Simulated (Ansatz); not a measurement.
# Decaying states in the gap of BaTiSeO2

Wanted: the relaxed cell of BaTiSeO2, its band edges and its decay constants. It is built by putting Se for part of the O in the BaTiO3 structure of space group Amm2, with the volume rescaled by atomic radii. The parent structure comes from the Materials Project.

Program: Ansatz 0.2.0. Level of theory: PBE DFT, plane waves, PAW files, in the first sound run; inputs show where later runs differ. Results are calculated unless marked as measured.

The structure was built from a prototype and need not be the compound's stable phase.

## Step 1: Starting point

The structure is orthorhombic, space group Amm2 (No. 38). Conventional cell: a = 4.160 Å, b = 5.979 Å, c = 6.006 Å, α = 90.00°, β = 90.00°, γ = 90.00°. Nearest to Ba lie 4 Se at 2.91 to 3.09 Å and 8 O at 2.93 to 3.01 Å. Ti has 4 O at 1.95 to 2.29 Å and 2 Se at 2.09 Å nearest. Nearest to O lie 2 Ti at 1.95 to 2.29 Å and 4 Ba at 2.93 to 3.01 Å. Nearest to Se lie 2 Ti at 2.09 Å and 4 Ba at 2.91 to 3.09 Å. It derives from BaTiO3. Se for part of the O in the BaTiO3 structure of space group Amm2. Farther neighbours and most contacts between anions are not listed.

Structure file:

```cif
data_structure
_symmetry_space_group_name_H-M 'P 1'
_symmetry_Int_Tables_number 1
_cell_length_a 4.1602
_cell_length_b 4.2375
_cell_length_c 4.2375
_cell_angle_alpha 89.745
_cell_angle_beta 90.000
_cell_angle_gamma 90.000
_cell_volume 74.70
loop_
_atom_site_label
_atom_site_type_symbol
_atom_site_fract_x
_atom_site_fract_y
_atom_site_fract_z
_atom_site_occupancy
Ba1 Ba 0.00000 0.00341 0.00341 1
Ti2 Ti 0.50000 0.51850 0.51850 1
O3 O 0.50000 0.97843 0.49135 1
O4 O 0.50000 0.49135 0.97843 1
Se5 Se 0.00000 0.48820 0.48820 1
```

## Step 2: Cell and atoms at rest

The substituted atoms don't fit the parent's cell, so cell and atoms relax together. A small smearing keeps the run stable in case the gap closes on the way.

Input file input.yaml:

```yaml
crystal:
  lattice:
    - [4.1601842048, 0.0, 0.0]
    - [0.0, 2.9896873683, 3.0029976122]
    - [0.0, -2.9896873683, 3.0029976122]
  atoms:
    - { symbol: Ba, position: [0.0, 0.00341385, 0.00341385] }
    - { symbol: Ti, position: [0.5, 0.51850382, 0.51850382] }
    - { symbol: O, position: [0.5, 0.97842567, 0.4913519] }
    - { symbol: O, position: [0.5, 0.4913519, 0.97842567] }
    - { symbol: Se, position: [0.0, 0.48820476, 0.48820476] }
kpoints:
  mp_grid: { grid: [6, 6, 6] }
scf:
  occupations: { method: gaussian, width: 0.03 }
hamiltonian:
  xc: pbe
output:
  forces: true
  stress: true
relax:
  f_tol: 0.02
  max_steps: 60
  cell: {}
```

On the command line:

```sh
> ansatz run input.yaml --threads 2 --pin off --max-ram 4096MiB --backend cpu --events-out ev --progress --plain --runs-dir out
```

Numbers of over 12 decimals in the logs are rounded to 6 here.

What it wrote:

```text
Engine: ansatz 0.2.0, aarch64-unknown-linux-gnu
Pseudopotentials: kind: paw
Pseudopotential: Ba, paw, valence charge 10, recommended cutoff 420 eV (normal), Ba.paw.azcp
Pseudopotential: Ti, paw, valence charge 12, recommended cutoff 420 eV (normal), Ti.paw.azcp
Pseudopotential: O, paw, valence charge 6, recommended cutoff 420 eV (normal), O.paw.azcp
Pseudopotential: Se, paw, valence charge 16, recommended cutoff 420 eV (normal), Se.paw.azcp
Functional definition: PBE
  parameter kappa = 0.804
  parameter beta = 0.066725
  exchange = pbe_x(kappa = kappa, mu = beta*pi^2/3)
  correlation = pbe_c(beta = beta)
Crystal: 5 atoms, lattice volume = 74.700 Å³
Basis set: ecut = 420 eV, 1419 PW (Γ), exchange–correlation on 60×60×60 points (8 copies of the dense FFT grid, shifted against one another)
Bands: 30, of which v1, the nominal top of the filled ones, is band 25 counted from 1 (24 counted from 0)
Symmetry: 4 space group operations
Space group: Amm2 (ITA 38), of the structure as read, at distance tolerance 4.2e-5 Å
k-points: 52 of 216 (time reversal used)
Non-local potential: Ba, projectors of the file, l = 0: 3, l = 1: 2, l = 2: 2, l = 3: 2
Non-local potential: Ti, projectors of the file, l = 0: 3, l = 1: 2, l = 2: 3, l = 3: 1
Non-local potential: O, projectors of the file, l = 0: 2, l = 1: 2, l = 2: 1
Non-local potential: Se, projectors of the file, l = 0: 2, l = 1: 2, l = 2: 3, l = 3: 1
PAW form: soft (Blöchl's): semilocal exchange-correlation on the pseudo side does not see the compensation charge
PAW one-centre angular grid: Ba, 194 points (default); XC on 64 Gauss nodes
PAW one-centre angular grid: Ti, 590 points (default); XC on 64 Gauss nodes
PAW one-centre angular grid: O, 110 points (default); XC on 64 Gauss nodes
PAW one-centre angular grid: Se, 590 points (default); XC on 64 Gauss nodes
Initial density: superposition of atomic densities (neutral atoms: chi_scale 0, normalization atom), corrected by the library's trained network
Initial wavefunctions: pseudopotential atomic-orbital guess
Functional: x = pbe(κ = 0.804, μ = 0.219515), c = pbe(β = 0.066725)
SCF iter   1: F=—  HF=-15056.722453 eV  |F-HF|=—  |Δ(HF+E_count)|=         —  Δρ=3.53e-3  dr2=8.06e-3  ethr=1.77e-3  ⟨swp⟩=6.4  Hψ=6980  notcnv=0
preconditioner: auto → Resta (q_TF=auto, 2.552 Å⁻¹)  ε∞=6.3  [insulator: Δε(μ)=0.492 eV  Ē_g=10.208 eV  σ=0.030 eV  W_gap=1.00  n_scr=18 (ndim 8)  ℏωp=23.5 eV  f_vac=0.002  D(μ)=0.00/eV (n_scr^D=0)  ε∞_Penn≈6.3]
SCF iter   2: F=—  HF=-15056.721559 eV  |F-HF|=—  |Δ(HF+E_count)|=   8.94e-4  Δρ=1.87e-3  dr2=2.79e-3  ethr=1.61e-5  ⟨swp⟩=2.1  Hψ=3394  notcnv=0  defer=49
SCF iter   3: F=—  HF=-15056.721311 eV  |F-HF|=—  |Δ(HF+E_count)|=   2.49e-4  Δρ=4.06e-4  dr2=2.15e-4  ethr=5.58e-6  ⟨swp⟩=2.0  Hψ=2762  notcnv=0  defer=49
SCF iter   4: F=—  HF=-15056.721234 eV  |F-HF|=—  |Δ(HF+E_count)|=   7.71e-5  Δρ=2.02e-4  dr2=4.14e-5  ethr=4.29e-7  ⟨swp⟩=2.0  Hψ=2762  notcnv=0  defer=49
SCF iter   5: F=—  HF=-15056.721263 eV  |F-HF|=—  |Δ(HF+E_count)|=   2.97e-5  Δρ=6.82e-5  dr2=4.96e-6  ethr=8.29e-8  ⟨swp⟩=2.0  Hψ=2544  notcnv=0  defer=49
SCF iter   6: F=—  HF=-15056.721264 eV  |F-HF|=—  |Δ(HF+E_count)|=   1.02e-6  Δρ=2.87e-5  dr2=6.30e-7  ethr=9.92e-9  ⟨swp⟩=2.0  Hψ=2411  notcnv=0  defer=49
SCF iter   7: F=-15056.721265 eV  HF=-15056.721265 eV  |F-HF|=1.10e-8  |Δ(HF+E_count)|=   7.34e-8  Δρ=9.18e-6  dr2=6.28e-8  ethr=2.00e-10  ⟨swp⟩=5.9  Hψ=6760  notcnv=0
SCF 1 converged in 7 iterations: F = -15056.721265 eV  dr2 = 6.28e-8
  greatest PAW one-centre occupation: 1.000 electrons in one spin orbital (limit 2), on the Se atom at site 4 (counted from 0), in its partial waves of l = 2
relax step   1: F+E_penalty+E_count = -15056.72126457 eV  Δ(F+E_penalty+E_count) = +0.000e0 eV  max|allowed force component| = 2.512e0 eV/Å  Δτ_max = 0.0000 Å  P = +29.034 GPa  Ω = 74.700 Å³  (7 SCF iters, dr2 threshold 1.00e-7 eV, accepted)
Crystal: 5 atoms, lattice volume = 79.441 Å³
Basis set: ecut = 420 eV, 1547 PW (Γ), exchange–correlation on 60×60×60 points (8 copies of the dense FFT grid, shifted against one another)
Initial density: handed on by an earlier stage of this run
Initial wavefunctions: those handed on with the density
iter 1 solved again at ethr=2.66e-4 eV; its pass at ethr=3.10e-3 eV (dr2=1.33e-1 eV) is discarded
SCF iter   1: F=—  HF=-15058.177239 eV  |F-HF|=—  |Δ(HF+E_count)|=         —  Δρ=1.10e-2  dr2=1.34e-1  ethr=2.66e-4  ⟨swp⟩=2.0  Hψ=9013  notcnv=0
preconditioner: auto → Resta (q_TF=auto, 2.526 Å⁻¹)  ε∞=6.1  [insulator: Δε(μ)=0.853 eV  Ē_g=10.116 eV  σ=0.030 eV  W_gap=1.00  n_scr=18 (ndim 8)  ℏωp=22.8 eV  f_vac=0.006  D(μ)=0.00/eV (n_scr^D=0)  ε∞_Penn≈6.1]
SCF iter   2: F=—  HF=-15058.155839 eV  |F-HF|=—  |Δ(HF+E_count)|=   2.14e-2  Δρ=6.12e-3  dr2=4.54e-2  ethr=2.66e-4  ⟨swp⟩=2.0  Hψ=2073  notcnv=0
SCF iter   3: F=—  HF=-15058.147044 eV  |F-HF|=—  |Δ(HF+E_count)|=   8.79e-3  Δρ=1.04e-3  dr2=5.99e-4  ethr=9.08e-5  ⟨swp⟩=2.9  Hψ=2851  notcnv=0
SCF iter   4: F=—  HF=-15058.147034 eV  |F-HF|=—  |Δ(HF+E_count)|=   9.38e-6  Δρ=2.71e-4  dr2=9.72e-5  ethr=1.20e-6  ⟨swp⟩=2.0  Hψ=3150  notcnv=0  defer=5
SCF iter   5: F=—  HF=-15058.147063 eV  |F-HF|=—  |Δ(HF+E_count)|=   2.89e-5  Δρ=1.09e-4  dr2=1.74e-5  ethr=1.94e-7  ⟨swp⟩=2.0  Hψ=2830  notcnv=0  defer=5
SCF iter   6: F=—  HF=-15058.147062 eV  |F-HF|=—  |Δ(HF+E_count)|=   1.50e-6  Δρ=3.12e-5  dr2=1.06e-6  ethr=3.47e-8  ⟨swp⟩=2.5  Hψ=2857  notcnv=0  defer=5
SCF iter   7: F=-15058.147062 eV  HF=-15058.147062 eV  |F-HF|=3.83e-8  |Δ(HF+E_count)|=   1.11e-7  Δρ=8.57e-6  dr2=8.80e-8  ethr=1.00e-9  ⟨swp⟩=6.0  Hψ=6586  notcnv=0
SCF 2 converged in 7 iterations: F = -15058.147062 eV  dr2 = 8.80e-8
relax step   2: F+E_penalty+E_count = -15058.14706197 eV  Δ(F+E_penalty+E_count) = -1.426e0 eV  max|allowed force component| = 2.494e0 eV/Å  Δτ_max = 0.0382 Å  P = +15.832 GPa  Ω = 79.441 Å³  energy of the carried Pulay correction = -9.874e-3 eV  (7 SCF iters, dr2 threshold 5.00e-7 eV, accepted)
Crystal: 5 atoms, lattice volume = 84.205 Å³
Basis set: ecut = 420 eV, 1655 PW (Γ), exchange–correlation on 60×60×60 points (8 copies of the dense FFT grid, shifted against one another)
iter 1 solved again at ethr=1.66e-4 eV; its pass at ethr=3.10e-3 eV (dr2=8.31e-2 eV) is discarded
SCF iter   1: F=—  HF=-15059.214863 eV  |F-HF|=—  |Δ(HF+E_count)|=         —  Δρ=1.09e-2  dr2=8.58e-2  ethr=1.66e-4  ⟨swp⟩=2.0  Hψ=10375  notcnv=0
preconditioner: auto → Resta (q_TF=auto, 2.501 Å⁻¹)  ε∞=5.9  [insulator: Δε(μ)=1.254 eV  Ē_g=10.053 eV  σ=0.030 eV  W_gap=1.00  n_scr=26 (ndim 8)  ℏωp=22.2 eV  f_vac=0.008  D(μ)=0.00/eV (n_scr^D=0)  ε∞_Penn≈5.9]
[...]
relax step   5: F+E_penalty+E_count = -15059.83349867 eV  Δ(F+E_penalty+E_count) = -1.991e-1 eV  max|allowed force component| = 4.665e-1 eV/Å  Δτ_max = 0.0384 Å  P = -2.428 GPa  Ω = 100.011 Å³  energy of the carried Pulay correction = -4.656e-2 eV  (9 SCF iters, dr2 threshold 5.00e-7 eV, accepted)
relax step   6: F+E_penalty+E_count = -15059.86659302 eV  Δ(F+E_penalty+E_count) = -3.309e-2 eV  max|allowed force component| = 2.253e-1 eV/Å  Δτ_max = 0.0546 Å  P = -0.145 GPa  Ω = 96.813 Å³  energy of the carried Pulay correction = -4.142e-2 eV  (8 SCF iters, dr2 threshold 5.00e-7 eV, accepted)
relax step   7: F+E_penalty+E_count = -15059.88373039 eV  Δ(F+E_penalty+E_count) = -1.714e-2 eV  max|allowed force component| = 2.097e-1 eV/Å  Δτ_max = 0.0412 Å  P = +0.799 GPa  Ω = 96.377 Å³  energy of the carried Pulay correction = -4.071e-2 eV  (8 SCF iters, dr2 threshold 5.00e-7 eV, accepted)
relax step   8: F+E_penalty+E_count = -15059.89009135 eV  Δ(F+E_penalty+E_count) = -6.361e-3 eV  max|allowed force component| = 3.793e-2 eV/Å  Δτ_max = 0.0298 Å  P = +0.112 GPa  Ω = 96.886 Å³  energy of the carried Pulay correction = -4.154e-2 eV  (6 SCF iters, dr2 threshold 5.00e-7 eV, accepted)
relax step   9: F+E_penalty+E_count = -15059.89010479 eV  Δ(F+E_penalty+E_count) = -1.344e-5 eV  max|allowed force component| = 1.687e-2 eV/Å  Δτ_max = 0.0084 Å  P = -0.012 GPa  Ω = 97.304 Å³  energy of the carried Pulay correction = -4.222e-2 eV  (6 SCF iters, dr2 threshold 1.87e-7 eV, accepted)
relax step  10: F+E_penalty+E_count = -15059.89012920 eV  Δ(F+E_penalty+E_count) = -2.441e-5 eV  max|allowed force component| = 8.393e-3 eV/Å  Δτ_max = 0.0040 Å  P = -0.010 GPa  Ω = 97.324 Å³  energy of the carried Pulay correction = -4.226e-2 eV  (6 SCF iters, dr2 threshold 3.05e-8 eV, accepted)
relax step  11: F+E_penalty+E_count = -15060.07640735 eV  Δ(F+E_penalty+E_count) = -1.863e-1 eV  max|allowed force component| = 2.494e-2 eV/Å  Δτ_max = 0.0000 Å  P = +2.434 GPa  Ω = 97.324 Å³  stress off target by 3.38e0 GPa  SCF on the basis re-selected at this cell (its energy is not comparable with the rows above)  (10 SCF iters)
relax step  12: F+E_penalty+E_count = -15060.10208827 eV  Δ(F+E_penalty+E_count) = -2.568e-2 eV  max|allowed force component| = 1.088e-1 eV/Å  Δτ_max = 0.0179 Å  P = +0.640 GPa  Ω = 100.558 Å³  energy of the carried Pulay correction = -5.639e-3 eV  (6 SCF iters, dr2 threshold 5.00e-7 eV, accepted)
relax step  13: F+E_penalty+E_count = -15060.10344046 eV  Δ(F+E_penalty+E_count) = -1.352e-3 eV  max|allowed force component| = 1.156e-2 eV/Å  Δτ_max = 0.0087 Å  P = +0.052 GPa  Ω = 101.931 Å³  energy of the carried Pulay correction = -8.513e-3 eV  (6 SCF iters, dr2 threshold 5.00e-7 eV, accepted)
relax step  14: F+E_penalty+E_count = -15060.10330264 eV  Δ(F+E_penalty+E_count) = +1.378e-4 eV  max|allowed force component| = 4.376e-3 eV/Å  Δτ_max = 0.0028 Å  P = -0.011 GPa  Ω = 102.045 Å³  energy of the carried Pulay correction = -8.765e-3 eV  (6 SCF iters, dr2 threshold 4.17e-8 eV, accepted)
relax step  15: F+E_penalty+E_count = -15060.11240499 eV  Δ(F+E_penalty+E_count) = -9.102e-3 eV  max|allowed force component| = 4.721e-3 eV/Å  Δτ_max = 0.0000 Å  P = +0.013 GPa  Ω = 102.045 Å³  stress off target by 5.60e-2 GPa  SCF on the basis re-selected at this cell (its energy is not comparable with the rows above)  (8 SCF iters)
relax step  16: F+E_penalty+E_count = -15060.11241286 eV  Δ(F+E_penalty+E_count) = -7.873e-6 eV  max|allowed force component| = 2.174e-3 eV/Å  Δτ_max = 0.0011 Å  P = -0.012 GPa  Ω = 102.061 Å³  energy of the carried Pulay correction = -2.052e-5 eV  (6 SCF iters, dr2 threshold 7.83e-9 eV, accepted)
iter 1 solved again at ethr=1.50e-7 eV; its pass at ethr=3.10e-3 eV (dr2=7.48e-5 eV) is discarded
SCF iter   1: F=—  HF=-15060.112311 eV  |F-HF|=—  |Δ(HF+E_count)|=         —  Δρ=7.15e-6  dr2=1.03e-8  ethr=1.50e-7  ⟨swp⟩=3.0  Hψ=12241  notcnv=0
eigensolver tolerance schedule: the retry pair's looser diagonalisation over-reported the residual by 7262.61 of it (diagonalisation noise at 0.54 of the residual, at the tolerance the schedule requests for it); recorded, not acted on — ethr = c·dr2/N_el stays at c = 1.0e-1
preconditioner: auto → Resta (q_TF=auto, 2.422 Å⁻¹)  ε∞=4.9  [insulator: Δε(μ)=2.227 eV  Ē_g=10.186 eV  σ=0.030 eV  W_gap=1.00  n_scr=26 (ndim 8)  ℏωp=20.1 eV  f_vac=0.030  D(μ)=0.00/eV (n_scr^D=0)  ε∞_Penn≈4.9]
SCF iter   2: F=—  HF=-15060.112410 eV  |F-HF|=—  |Δ(HF+E_count)|=   9.92e-5  Δρ=3.84e-6  dr2=2.81e-9  ethr=2.06e-11  ⟨swp⟩=3.5  Hψ=4107  notcnv=0
SCF iter   3: F=—  HF=-15060.112410 eV  |F-HF|=—  |Δ(HF+E_count)|=   4.57e-9  Δρ=2.29e-6  dr2=1.20e-9  ethr=5.61e-12  ⟨swp⟩=2.2  Hψ=2265  notcnv=0
SCF iter   4: F=—  HF=-15060.112410 eV  |F-HF|=—  |Δ(HF+E_count)|=   3.16e-9  Δρ=1.56e-6  dr2=2.74e-9  ethr=2.39e-12  ⟨swp⟩=2.0  Hψ=2572  notcnv=0  recentre
SCF iter   5: F=-15060.112410 eV  HF=-15060.112410 eV  |F-HF|=3.09e-11  |Δ(HF+E_count)|=  3.57e-10  Δρ=2.59e-7  dr2=5.00e-11  ethr=1.00e-12  ⟨swp⟩=4.1  Hψ=7257  notcnv=0
SCF 17 converged in 5 iterations: F = -15060.112410 eV  dr2 = 5.00e-11
relax step  17: F+E_penalty+E_count = -15060.11241042 eV  Δ(F+E_penalty+E_count) = +2.447e-6 eV  max|allowed force component| = 2.201e-3 eV/Å  Δτ_max = 0.0000 Å  P = -0.012 GPa  Ω = 102.061 Å³  stress off target by 1.67e-2 GPa  SCF on the basis re-selected at this cell (its energy is not comparable with the rows above)  (5 SCF iters)
basis re-selected at this cell: Δ(F+E_penalty+E_count) = +2.447e-6 eV, ΔP = -0.000 GPa vs the last step (what re-selecting the basis moved, of the pressure what is left beyond the Pulay correction that the steps carried, after the strain that the cell walked since its last selection, with what the two solves' SCF thresholds leave and, on support functions, any second-order correction that the steps lacked; it is no m [...]
SCF converged after 5 iterations
Free energy (F): -15060.112410 eV
Harris-Foulkes:  -15060.112410 eV  (|F-HF|=3.09e-11)
Internal energy: -15060.112410 eV  (E = F + TS)
E sigma→0 (E₀):  -15060.112410 eV
Fermi energy:    8.603215 eV
--- Per-component energies (eV) ---
  E_band       = -643.482459
  E_kinetic    = 910.035446
  E_local      = -4967.074179  (includes V_loc(G=0)·N_el)
  E_nonlocal   = -438.678863
  E_hartree    = 2227.024370
  E_xc         = -519.623163
  E_vxc        = -546.851166  (∫ρ·V_xc dr)
  E_paw        = -8498.119324  (= ΣΔE_a)
  E_vpaw       = -54.966753  (= ΣTr[D̂ρ^β])
  E_aug_tail   = 0.004374  (compensation charges beyond the density's cutoff)
  E_ewald      = -3773.681072
  E_smearing   = -0.000000  (= −TS)
  E_closure    = -0.000000  (closes the sum)
  Σ components = -15060.112410   (vs F -15060.112410, Δ=0.00e0)
--- Forces (eV/Å), atoms counted from 1 ---
  atom   1  Ba     0.00000000     0.00000000     0.00048032
  atom   2  Ti     0.00000000     0.00000000     0.00053754
  atom   3  O      0.00000000    -0.00220076    -0.00090747
  atom   4  O      0.00000000     0.00220076    -0.00090747
  atom   5  Se     0.00000000     0.00000000     0.00079580
  max |Σ_I F_I| component: 1.26e-6 eV/Å
--- Stress (GPa, compression-positive) ---
       -0.004111       0.000000       0.000000
        0.000000      -0.013697       0.000000
        0.000000       0.000000      -0.016723
  P = ⅓ Tr σ = -0.0115 GPa (-0.115 kbar)
--- Relaxed structure (14 steps of the walk, 14 accepted, 3 SCFs on fresh bases) ---
  F+E_penalty+E_count = -15060.11241042 eV   max|allowed force component| = 2.201e-3 eV/Å   (the final SCF, on the basis selected at the relaxed cell)
  cell:  # Å, volume = 102.0613 Å³
    - [4.833127, 0.0, 0.0]
    - [0.0, 3.218118, 3.280960]
    - [0.0, -3.218118, 3.280960]
  atoms:
    - { symbol: Ba, position: [0, -0.032310, -0.032310] }
    - { symbol: Ti, position: [0.5, 0.575292, 0.575292] }
    - { symbol: O, position: [0.5, 0.953050, 0.533034] }
    - { symbol: O, position: [0.5, 0.533034, 0.953050] }
    - { symbol: Se, position: [0, 0.450834, 0.450834] }
```

Elapsed: 1.7 min, on 2 threads of Arm Neoverse V2, shared host; peak memory 0.46 GiB; 3.4 min of CPU time.

Relaxation path:

```csv
step,energy less that of the first step (eV),largest force component (eV/Å),pressure (GPa),volume (Å³)
1,0.0000,2.5122,29.03,74.70
2,-1.4258,2.4938,15.83,79.44
3,-2.4649,1.9932,8.95,84.20
4,-2.9132,2.9925,8.95,92.04
5,-3.1122,0.4665,-2.43,100.01
6,-3.1453,0.2253,-0.15,96.81
7,-3.1625,0.2097,0.80,96.38
8,-3.1688,0.0379,0.11,96.89
9,-3.1688,0.0169,-0.01,97.30
10,-3.1689,0.0084,-0.01,97.32
11*,-3.3551,0.0249,2.43,97.32
12,-3.3808,0.1088,0.64,100.56
13,-3.3822,0.0116,0.05,101.93
14,-3.3820,0.0044,-0.01,102.05
15*,-3.3911,0.0047,0.01,102.05
16,-3.3911,0.0022,-0.01,102.06
17*,-3.3911,0.0022,-0.01,102.06
```

Relaxation steps marked * repeat the geometry before them on a plane-wave basis chosen anew for their cell, so energy and pressure can jump there.

Forces are held to the 4 operations that the run works with; a distortion that breaks them can't arise in this run.

```csv
cell as run,before,after,change
a (Å),4.160,4.833,+16.2 %
b (Å),4.237,4.596,+8.5 %
c (Å),4.237,4.596,+8.5 %
α (°),89.75,88.89,-1.0 %
volume (Å³/atom),14.94,20.41,+36.6 %
```

The atoms that moved most (Å, as changes of fractional coordinates times the final cell):

```csv
atom,dx,dy,dz,length
Ti2,0.000,0.000,0.373,0.373
Se5,0.000,0.000,-0.245,0.245
Ba1,0.000,0.000,-0.234,0.234
O3,0.000,-0.216,0.054,0.222
O4,0.000,0.216,0.054,0.222
```

Numbers from this step:

| Quantity | Value |
| --- | --- |
| free energy | -15060.1124 eV |
| Fermi energy | 8.603 eV |
| pressure | -0.01151 GPa |

The largest force component on a free atom ends at 0.0022 eV/Å.

(Continued in part 2 of 2.)

[Logs are printed without paths, hosts, clocks, repeated set-up lines and the standing remarks that a program may print on its own settings, such as how far it seeks lower states.]

[Hosts, paths, dates, database ids (printed as entryN), source tags and the programs' standing remarks are cut or masked in the printed files.]
